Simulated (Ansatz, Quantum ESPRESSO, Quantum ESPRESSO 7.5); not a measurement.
## Ballistic transmission: Ag(111) with one reversed stacking step (an intrinsic fault)

How well does the junction conduct in the ballistic limit? It is: Ag(111) with one reversed stacking step (an intrinsic fault).

Method: plane-wave DFT, PBE, GBRV ultrasoft pseudopotentials (cross-check by Ansatz 0.2.0 with PAW datasets), in Quantum ESPRESSO 7.5.

## Step 1: Starting point

The cell holds 20 atoms: 20 Ag. Cell: a = 2.934 Å, b = 2.934 Å, c = 47.920 Å, α = 90.0°, β = 90.0°, γ = 60.0°. It derives from Ag. Regions: left lead, 9 atoms (9 Ag); channel, 2 atoms (2 Ag); right lead, 9 atoms (9 Ag). The structure is stacked along c, and the current runs across the ab planes.

## Step 2: Self-consistent run

One periodic cell holds a stretch of lead, the junction and more lead; the atoms stay as built.

Contents of scf.in:

```
&control
  prefix = 'scf'
  outdir = './out'
  pseudo_dir = './pseudo'
  calculation = 'scf'
  tprnfor = .true.
/
&system
  ibrav = 0
  nat = 20
  ntyp = 1
  ecutwfc = 40
  ecutrho = 200
  occupations = 'smearing'
  smearing = 'mv'
  degauss = 0.01
/
&electrons
  conv_thr = 1e-07
  mixing_beta = 0.25
  electron_maxstep = 120
  mixing_mode = 'local-TF'
/
ATOMIC_SPECIES
  Ag  107.8682  ag_pbe_v1.4.uspp.F.UPF
CELL_PARAMETERS angstrom
  2.93449314192417 0.00000000000000 0.00000000000000
  1.46724657096209 2.54134560813755 0.00000000000000
  0.00000000000000 0.00000000000000 47.92007234273895
ATOMIC_POSITIONS crystal
  Ag  0.000000000000 0.000000000000 0.000000000000
  Ag  0.333333333000 0.333333333000 0.050000000000
  Ag  0.666666667000 0.666666667000 0.100000000000
  Ag  0.000000000000 0.000000000000 0.150000000000
  Ag  0.333333333000 0.333333333000 0.200000000000
  Ag  0.666666667000 0.666666667000 0.250000000000
  Ag  0.000000000000 0.000000000000 0.300000000000
  Ag  0.333333333000 0.333333333000 0.350000000000
  Ag  0.666666667000 0.666666667000 0.400000000000
  Ag  0.333333333000 0.333333333000 0.450000000000
  Ag  0.666666667000 0.666666667000 0.500000000000
  Ag  0.000000000000 0.000000000000 0.550000000000
  Ag  0.333333333000 0.333333333000 0.600000000000
  Ag  0.666666667000 0.666666667000 0.650000000000
  Ag  0.000000000000 0.000000000000 0.700000000000
  Ag  0.333333333000 0.333333333000 0.750000000000
  Ag  0.666666667000 0.666666667000 0.800000000000
  Ag  0.000000000000 0.000000000000 0.850000000000
  Ag  0.333333333000 0.333333333000 0.900000000000
  Ag  0.666666667000 0.666666667000 0.950000000000
K_POINTS automatic
  9 9 1 0 0 0
```

On the command line:

```sh
$ OMP_NUM_THREADS=1 mpirun -n 8 pw.x -nk 4 -in scf.in > scf.out
```

The program printed:

```text
Program PWSCF v.7.5 starts
[citation notice left out]

     Parallel version (MPI & OpenMP), running on       8 processor cores
     Number of MPI processes:                 8
     Threads/MPI process:                     1

     MPI processes distributed on     1 nodes
[...]
Current dimensions of program PWSCF are:
     Max number of different atomic species (ntypx) = 10
     Max number of k-points (npk) =  40000
     Max angular momentum in pseudopotentials (lmaxx) =  4
     Message from routine setup:
     using ibrav=0 with symmetry is DISCOURAGED, use correct ibrav instead

     K-points division:     npool     =       4
     R & G space division:  proc/nbgrp/npool/nimage =       2
     Subspace diagonalization in iterative solution of the eigenvalue problem:
     a serial algorithm will be used

     Parallelization info
     --------------------
     sticks:   dense  smooth     PW     G-vecs:    dense   smooth      PW
     Min         210     174     54                57594    41246    7294
     Max         211     175     55                57677    41259    7335
     Sum         421     349    109               115271    82505   14629

     Using Slab Decomposition

     bravais-lattice index     =            0
     lattice parameter (alat)  =       5.5454  a.u.
     unit-cell volume          =    2411.6312 (a.u.)^3
     number of atoms/cell      =           20
     number of atomic types    =            1
     number of electrons       =       380.00
     number of Kohn-Sham states=          228
     kinetic-energy cutoff     =      40.0000  Ry
     charge density cutoff     =     200.0000  Ry
     scf convergence threshold =      1.0E-07
     mixing beta               =       0.2500
     number of iterations used =            8  local-TF  mixing
     Exchange-correlation=  SLA  PW   PBX  PBC
                           (   1   4   3   4   0   0   0)

     celldm(1)=   5.545388  celldm(2)=   0.000000  celldm(3)=   0.000000
     celldm(4)=   0.000000  celldm(5)=   0.000000  celldm(6)=   0.000000

     crystal axes: (cart. coord. in units of alat)
               a(1) = (   1.000000   0.000000   0.000000 )
               a(2) = (   0.500000   0.866025   0.000000 )
               a(3) = (   0.000000   0.000000  16.329932 )

     reciprocal axes: (cart. coord. in units 2 pi/alat)
               b(1) = (  1.000000 -0.577350  0.000000 )
               b(2) = (  0.000000  1.154701  0.000000 )
               b(3) = (  0.000000  0.000000  0.061237 )

     PseudoPot. # 1 for Ag read from file:
     ./pseudo/ag_pbe_v1.4.uspp.F.UPF
     Pseudo is Ultrasoft + core correction, Zval = 19.0
     Generated by new atomic code, or converted to UPF format
     Using radial grid of  887 points,  6 beta functions with:
                l(1) =   0
                l(2) =   0
                l(3) =   1
                l(4) =   1
                l(5) =   2
                l(6) =   2
     Q(r) pseudized with  6 coefficients,  rinner =    1.300   1.300   1.300
                                                       1.300   1.300

     atomic species   valence    mass     pseudopotential
     Ag               19.00   107.86820     Ag( 1.00)

      6 Sym. Ops. (no inversion) found

   Cartesian axes

     site n.     atom                  positions (alat units)
         1        Ag     tau(   1) = (   0.0000000   0.0000000   0.0000000  )
         2        Ag     tau(   2) = (   0.5000000   0.2886751   0.8164966  )
         3        Ag     tau(   3) = (   1.0000000   0.5773503   1.6329932  )
         4        Ag     tau(   4) = (   0.0000000   0.0000000   2.4494897  )
         5        Ag     tau(   5) = (   0.5000000   0.2886751   3.2659863  )
         6        Ag     tau(   6) = (   1.0000000   0.5773503   4.0824829  )
         7        Ag     tau(   7) = (   0.0000000   0.0000000   4.8989795  )
         8        Ag     tau(   8) = (   0.5000000   0.2886751   5.7154761  )
         9        Ag     tau(   9) = (   1.0000000   0.5773503   6.5319726  )
        10        Ag     tau(  10) = (   0.5000000   0.2886751   7.3484692  )
        11        Ag     tau(  11) = (   1.0000000   0.5773503   8.1649658  )
        12        Ag     tau(  12) = (   0.0000000   0.0000000   8.9814624  )
        13        Ag     tau(  13) = (   0.5000000   0.2886751   9.7979590  )
        14        Ag     tau(  14) = (   1.0000000   0.5773503  10.6144556  )
        15        Ag     tau(  15) = (   0.0000000   0.0000000  11.4309521  )
        16        Ag     tau(  16) = (   0.5000000   0.2886751  12.2474487  )
        17        Ag     tau(  17) = (   1.0000000   0.5773503  13.0639453  )
        18        Ag     tau(  18) = (   0.0000000   0.0000000  13.8804419  )
        19        Ag     tau(  19) = (   0.5000000   0.2886751  14.6969385  )
        20        Ag     tau(  20) = (   1.0000000   0.5773503  15.5134350  )

     number of k points=    12  Marzari-Vanderbilt smearing, width (Ry)=  0.0100
                       cart. coord. in units 2pi/alat
        k(    1) = (   0.0000000   0.0000000   0.0000000), wk =   0.0246914
        k(    2) = (   0.0000000   0.1283001   0.0000000), wk =   0.1481481
        k(    3) = (   0.0000000   0.2566001   0.0000000), wk =   0.1481481
        k(    4) = (   0.0000000   0.3849002   0.0000000), wk =   0.1481481
        k(    5) = (   0.0000000   0.5132002   0.0000000), wk =   0.1481481
        k(    6) = (   0.1111111   0.1924501   0.0000000), wk =   0.1481481
        k(    7) = (   0.1111111   0.3207501   0.0000000), wk =   0.2962963
        k(    8) = (   0.1111111   0.4490502   0.0000000), wk =   0.2962963
        k(    9) = (   0.1111111  -0.5773503   0.0000000), wk =   0.1481481
        k(   10) = (   0.2222222   0.3849002   0.0000000), wk =   0.1481481
        k(   11) = (   0.2222222  -0.6415003   0.0000000), wk =   0.2962963
        k(   12) = (   0.3333333  -0.5773503   0.0000000), wk =   0.0493827

     Dense  grid:   115271 G-vectors     FFT dimensions: (  25,  25, 432)

     Smooth grid:    82505 G-vectors     FFT dimensions: (  24,  24, 375)

     Estimated max dynamical RAM per process >     252.53 MB

     Estimated total dynamical RAM >       1.89 GB

     Initial potential from superposition of free atoms

     starting charge     369.9991, renormalised to     380.0000
     Starting wfcs are  260 randomized atomic wfcs

     total cpu time spent up to now is        8.8 secs

     per-process dynamical memory:   136.5 Mb

     Self-consistent Calculation

     iteration #  1     ecut=    40.00 Ry     beta= 0.25
     Davidson diagonalization with overlap
[...]
11.9967  12.0031  12.0206  12.1505  12.1691  12.1703  12.1840  12.2595
    12.3313  12.3681  12.3839  12.4355  12.4796  12.5450  12.5978  12.6232
    12.6386  12.6885  12.7480  12.7955  12.8202  12.8587  12.8809  12.9276
    12.9309  12.9531  12.9670  12.9776  12.9809  12.9876  13.0070  13.0082
    13.0116  13.0252  13.0319  13.0492  13.0610  13.0619  13.0881  13.0993
    13.1267  13.1575  13.1768  13.1818  13.1866  13.2039  13.2098  13.2399
    13.3362  13.3447  13.3608  13.4427  13.4612  13.4676  13.4911  13.5663
    13.6486  13.6819  13.7544  14.0347  14.4246  14.6791  15.2704  15.5934
    16.2000  16.6782  17.2118  17.8935  18.3077  19.2139  19.4919  20.5669
    20.8119  21.8948  22.1431  22.4101  22.4798  22.6170  22.8755  23.0513
    23.2559  23.5818  23.6205  23.7732  24.0131  24.3380  24.3773  24.7074
    25.0192  25.1370  25.5769  25.8994  25.9069  26.2241  26.7619  26.9567
    27.2352  27.6201  27.7310  28.0561

          k = 0.0000 0.5132 0.0000 ( 10250 PWs)   bands (ev):

   -75.5292 -75.5290 -75.5288 -75.5284 -75.5280 -75.5276 -75.5271 -75.5266
   -75.5261 -75.5256 -75.5252 -75.5248 -75.5245 -75.5243 -75.5237 -75.5237
   -75.5187 -75.5172 -75.5157 -75.5146 -39.0754 -39.0740 -39.0720 -39.0693
   -39.0682 -39.0667 -39.0665 -39.0644 -39.0632 -39.0616 -39.0608 -39.0593
   -39.0575 -39.0558 -39.0556 -39.0547 -39.0528 -39.0515 -39.0496 -39.0414
   -39.0089 -39.0070 -39.0028 -39.0002 -38.9971 -38.9955 -38.9945 -38.9932
   -38.9930 -38.9916 -38.9909 -38.9904 -38.9902 -38.9897 -38.9888 -38.9874
   -38.9861 -38.9855 -38.9830 -38.9816 -38.9810 -38.9786 -38.9783 -38.9769
   -38.9740 -38.9739 -38.9723 -38.9698 -38.9693 -38.9685 -38.9669 -38.9665
   -38.9655 -38.9648 -38.9628 -38.9611 -38.9608 -38.9582 -38.9568 -38.9563
    10.2409  10.2503  10.2590  10.2733  10.2978  10.3052  10.3311  10.3569
    10.3703  10.3740  10.3866  10.4157  10.4263  10.4578  10.4769  10.4963
    10.5119  10.5589  10.5759  10.5960  10.6133  10.6455  10.6687  10.6816
    10.7145  10.7339  10.8095  10.9356  11.0006  11.1554  11.2169  11.3621
    11.4415  11.4766  11.5650  11.5922  11.6510  11.6570  11.6951  11.7031
    11.7130  11.7381  11.7603  11.8329  11.8742  11.9921  12.0484  12.0679
    12.1286  12.2067  12.2102  12.2565  12.2710  12.2744  12.3496  12.4615
    12.5240  12.5349  12.6136  12.6770  12.7266  12.7359  12.7834  12.9037
    12.9966  13.0029  13.0187  13.0992  13.1180  13.1962  13.2262  13.2332
    13.2996  13.3021  13.3436  13.3450  13.3474  13.3514  13.3559  13.3565
    13.3599  13.3681  13.3713  13.3845  13.3953  13.4034  13.4096  13.4205
    13.4287  13.4369  13.4479  13.4574  13.4610  13.4673  13.4683  13.4968
    13.5178  13.5231  13.5535  13.5626  15.3258  15.4048  15.5020  15.5811
    15.7416  15.9092  15.9820  16.0918  16.3336  16.6831  16.7061  17.2476
    17.4834  17.9041  18.2262  18.5213  18.7142  18.8993  18.9570  19.0325
    19.8754  19.9605  20.0750  20.2369  20.5606  20.7115  21.1166  21.5787
    21.6554  21.7963  22.5059  22.7297  22.8311  22.9717  23.3620  23.4324
    23.9110  24.1305  24.2309  24.4360  24.9763  25.2096  25.2485  25.4739
    26.2796  26.3675  26.5265  26.6080

          k = 0.1111 0.1925 0.0000 ( 10369 PWs)   bands (ev):

   -75.5383 -75.5379 -75.5374 -75.5367 -75.5358 -75.5348 -75.5338 -75.5328
   -75.5317 -75.5307 -75.5298 -75.5289 -75.5283 -75.5276 -75.5273 -75.5270
   -75.5265 -75.5233 -75.5200 -75.5177 -39.0589 -39.0568 -39.0542 -39.0494
   -39.0474 -39.0390 -39.0389 -39.0274 -39.0270 -39.0148 -39.0146 -39.0029
   -39.0029 -38.9940 -38.9932 -38.9929 -38.9928 -38.9919 -38.9903 -38.9884
   -38.9857 -38.9851 -38.9849 -38.9838 -38.9805 -38.9800 -38.9798 -38.9797
   -38.9747 -38.9741 -38.9734 -38.9731 -38.9728 -38.9719 -38.9703 -38.9685
   -38.9667 -38.9659 -38.9651 -38.9646 -38.9628 -38.9617 -38.9600 -38.9596
   -38.9578 -38.9575 -38.9567 -38.9562 -38.9561 -38.9560 -38.9559 -38.9553
   -38.9531 -38.9499 -38.9498 -38.9485 -38.9453 -38.9446 -38.9439 -38.9389
     9.8107   9.8688   9.8713  10.0416  10.0418  10.3062  10.3070  10.6255
    10.6263  10.7336  10.7546  10.7619  10.7916  10.8004  10.8526  10.8600
    10.8996  10.9003  10.9249  10.9310  11.2077  11.2106  11.2418  11.2496
    11.3275  11.3449  11.3698  11.3754  11.3796  11.4067  11.4185  11.4274
    11.4312  11.4532  11.4721  11.4923  11.4957  11.5141  11.5550  11.6246
    11.6283  11.6918  11.7234  11.7518  11.7928  11.8201  11.8750  11.8845
    11.9284  11.9509  11.9549  11.9584  11.9628  11.9748  11.9766  11.9879
    11.9893  11.9978  12.0070  12.0221  12.0506  12.0623  12.0969  12.1164
    12.1419  12.1463  12.1999  12.2184  12.2553  12.2829  12.2866  12.2935
    12.3182  12.3271  12.3560  12.3644  12.3719  12.3966  12.4055  12.4254
    12.4497  12.4764  12.4877  12.5221  12.5433  12.5850  12.5896  12.6081
    12.6151  12.7108  12.7253  12.7469  12.8295  12.8298  12.8428  12.8446
    12.9194  12.9200  12.9453  12.9576  13.0975  13.1006  13.2013  13.2350
    13.2641  13.2658  13.3192  13.3323  13.3685  13.7448  13.7520  14.4091
    14.4109  15.2645  15.2654  16.2910  16.2913  17.4163  17.4180  18.1711
    19.9708  20.8630  20.8647  22.4078  22.4080  24.1322  24.1329  25.9626
    25.9631  27.8505  27.8517  28.5118  28.5177  28.5344  28.5452  28.6345
    28.6411  28.7100  28.7253  28.8822  28.8854  29.0277  29.0750  29.1976
    29.2022  29.5283  29.5386  29.6636

[...]
the Fermi energy is    16.4171 ev

!    total energy              =   -5912.43561757 Ry
     estimated scf accuracy    <       0.00000002 Ry
     smearing contrib. (-TS)   =       0.00003479 Ry
     internal energy E=F+TS    =   -5912.43565236 Ry

     The total energy is F=E-TS. E is the sum of the following terms:
     one-electron contribution =   -2588.75974528 Ry
     hartree contribution      =    1476.77272968 Ry
     xc contribution           =    -579.45409248 Ry
     ewald contribution        =   -4220.99454428 Ry

     convergence has been achieved in  13 iterations

     Forces acting on atoms (cartesian axes, Ry/au):

     atom    1 type  1   force =     0.00000000    0.00000000   -0.00000724
     atom    2 type  1   force =     0.00000000    0.00000000   -0.00000081
     atom    3 type  1   force =     0.00000000    0.00000000   -0.00005067
     atom    4 type  1   force =     0.00000000    0.00000000    0.00004360
     atom    5 type  1   force =     0.00000000    0.00000000   -0.00001366
     atom    6 type  1   force =     0.00000000    0.00000000    0.00001081
     atom    7 type  1   force =     0.00000000    0.00000000    0.00014136
     atom    8 type  1   force =     0.00000000    0.00000000   -0.00035419
     atom    9 type  1   force =     0.00000000    0.00000000   -0.00028884
     atom   10 type  1   force =     0.00000000    0.00000000    0.00030378
     atom   11 type  1   force =     0.00000000    0.00000000    0.00031211
     atom   12 type  1   force =     0.00000000    0.00000000   -0.00007301
     atom   13 type  1   force =     0.00000000    0.00000000   -0.00005242
     atom   14 type  1   force =     0.00000000    0.00000000    0.00002776
     atom   15 type  1   force =     0.00000000    0.00000000   -0.00002247
     atom   16 type  1   force =     0.00000000    0.00000000    0.00000902
     atom   17 type  1   force =     0.00000000    0.00000000    0.00005017
     atom   18 type  1   force =     0.00000000    0.00000000   -0.00005087
     atom   19 type  1   force =     0.00000000    0.00000000    0.00004651
     atom   20 type  1   force =     0.00000000    0.00000000   -0.00003094

     Total force =     0.000664     Total SCF correction =     0.000680
     SCF correction compared to forces is large: reduce conv_thr to get better values

[...]
=------------------------------------------------------------------------------=
   JOB DONE.
=------------------------------------------------------------------------------=
```

The job ended after 5.4 min (8 MPI ranks of Arm Neoverse N1, shared host; peak memory 2.4 GiB; 43 min of CPU time).

Numbers from this step:

- free energy: -80442.7846 eV
- Fermi energy: 16.42 eV

The program's own clock; routines nest. Time by routine:

| routine | wall time (s) | calls |
| --- | --- | --- |
| PWSCF | 323.2 | 1 |
| electrons | 310.7 | 1 |
| c_bands | 276.8 | 13 |
| cegterg | 260.8 | 39 |
| h_psi | 128.6 | 158 |
| fftw | 91.19 | 50206 |
| vloc_psi | 81.96 | 158 |
| calbec | 35.6 | 209 |
| sum_band | 30.18 | 13 |
| cdiaghg | 23.68 | 155 |
| add_vuspsi | 22.89 | 158 |
| s_psi | 22.88 | 158 |
| h_psi:calbec | 22.87 | 158 |
| init_run | 8.6 | 1 |

The run needed 13 iterations to bring the estimated error under 1e-07 Ry; the largest force on any atom, held or free, is 0.01 eV/Å.

[end of part 1 of 3]

[Logs are printed without paths, hosts, clocks, repeated set-up lines and the standing remarks that a program may print on its own settings, such as how far it seeks lower states.]

[Hosts, paths, dates, database ids (printed as entryN), source tags and the programs' standing remarks are cut or masked in the printed files.]

[Maps of the electrostatic potential energy from Ansatz leave out the sawtooth potential of an applied field or a dipole correction, so their vacuum need not be flat; planar profiles and work functions include it.]
